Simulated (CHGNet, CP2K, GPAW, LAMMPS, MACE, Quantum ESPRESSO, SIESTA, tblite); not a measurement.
**A faulty CP2K run on glassy 72SiO2-17Al2O3-6BaO-6ZnO (mol %) (116 atoms)**

Program: CP2K 2026.2, a calculation on a cell of 26 Si, 12 Al, 2 Ba, 2 Zn and 74 O, 14.1 Å³ an atom.

Contents of input.inp:

```
&GLOBAL
  PROJECT cell
  RUN_TYPE ENERGY_FORCE
  PRINT_LEVEL LOW
&END GLOBAL
&FORCE_EVAL
  METHOD QS
  STRESS_TENSOR ANALYTICAL
  &DFT
    BASIS_SET_FILE_NAME BASIS_MOLOPT
    POTENTIAL_FILE_NAME GTH_POTENTIALS
    &MGRID
      CUTOFF 800
      REL_CUTOFF 50
      NGRIDS 5
    &END MGRID
    &QS
      EPS_DEFAULT 1.0E-12
    &END QS
    &SCF
      SCF_GUESS ATOMIC
      EPS_SCF 1.0E-06
      MAX_SCF 25
      &OT
        MINIMIZER DIIS
        PRECONDITIONER FULL_ALL
        ENERGY_GAP 0.001
      &END OT
      &OUTER_SCF
        EPS_SCF 1.0E-06
        MAX_SCF 2
      &END OUTER_SCF
      &PRINT
        &RESTART OFF
        &END RESTART
      &END PRINT
    &END SCF
    &XC
      &XC_FUNCTIONAL PBE
      &END XC_FUNCTIONAL
    &END XC
    &PRINT
      &MULLIKEN ON
      &END MULLIKEN
      &HIRSHFELD ON
        SHAPE_FUNCTION DENSITY
      &END HIRSHFELD
      &MO_CUBES
        NHOMO 1
        NLUMO 4
        WRITE_CUBE F
      &END MO_CUBES
    &END PRINT
  &END DFT
  &SUBSYS
    &CELL
      A 11.78160 0.00000 0.00000
      B 0.00000 11.78160 0.00000
      C 0.00000 0.00000 11.78160
    &END CELL
    &TOPOLOGY
      COORD_FILE_NAME structure.xyz
      COORD_FILE_FORMAT XYZ
    &END TOPOLOGY
    &KIND Si
      BASIS_SET DZVP-MOLOPT-SR-GTH-q4
      POTENTIAL GTH-PBE-q4
    &END KIND
    &KIND Al
      BASIS_SET QZV3P-MOLOPT-GTH
      POTENTIAL GTH-PBE-q3
    &END KIND
    &KIND Ba
      BASIS_SET DZVP-MOLOPT-SR-GTH-q10
      POTENTIAL GTH-PBE-q10
    &END KIND
    &KIND Zn
      BASIS_SET DZVP-MOLOPT-SR-GTH-q12
      POTENTIAL GTH-PBE-q12
    &END KIND
    &KIND O
      BASIS_SET DZVP-MOLOPT-SR-GTH-q6
      POTENTIAL GTH-PBE-q6
    &END KIND
  &END SUBSYS
  &PRINT
    &FORCES ON
    &END FORCES
    &STRESS_TENSOR ON
    &END STRESS_TENSOR
  &END PRINT
&END FORCE_EVAL
```

Contents of structure.xyz:

```xyz
116

Si 10.46453 2.42913 11.56623
Si 10.99930 6.93547 11.67792
Si 5.89457 4.22394 11.15211
Si 9.66162 6.39847 5.02768
Si 10.85321 1.13634 6.27311
Si 8.12424 6.20183 11.19417
Si 1.20455 8.12942 7.71165
Si 1.67051 0.73600 4.68271
Si 6.56659 8.91584 10.38654
Si 4.96217 5.09531 8.19988
[... 102 atom lines left out ...]
O 10.61817 4.64867 8.44835
O 10.40150 10.86346 9.64006
O 9.78014 3.59409 10.61664
O 7.10266 7.46364 10.98080
```

Run with:

```console
$ OMP_NUM_THREADS=1 mpirun -np 4 cp2k.psmp -i input.inp > output.txt
```

The program printed:

```text
CP2K| version string:                                       CP2K version 2026.2
 CP2K| Input file name                                                 input.inp
 GLOBAL| Basis set file name                                        BASIS_MOLOPT
 GLOBAL| Potential file name                                      GTH_POTENTIALS
 GLOBAL| Run type                                                   ENERGY_FORCE
 GLOBAL| Total number of message passing processes                             4
 GLOBAL| Number of threads for this process                                    1
 *   ___                                                                       *
 *  /   \                                                                      *
 * [ABORT]                                                                     *
 *  \___/  The requested basis set <QZV3P-MOLOPT-GTH> for element <Al> was not *
 *    |                 found in the basis set files <BASIS_MOLOPT>            *
 *  O/|                                                                        *
 * /| |                                                                        *
```

Elapsed: 0.74 s, on 4 MPI ranks of Arm Neoverse V2, shared host; peak memory 0.59 GiB.

Banners, paths, timers and routine set-up lines are dropped from the logs unmarked, and long logs keep their key lines alone; longer cuts are marked.

Q: Find the fault and mend it.

A basis that the file lacks: basis QZV3P-MOLOPT-GTH for Al. Mend: name a basis that the basis file holds for this element.

The program stopped at the start.

[Also dropped from logs without a mark: logging warnings of Python, and SIESTA's first energy breakdown and zero terms.]

[Logs are printed without paths, hosts, clocks, repeated set-up lines and the standing remarks that a program may print on its own settings, such as how far it seeks lower states.]

[Hosts, paths, dates, database ids (printed as entryN), source tags and the programs' standing remarks are cut or masked in the printed files.]
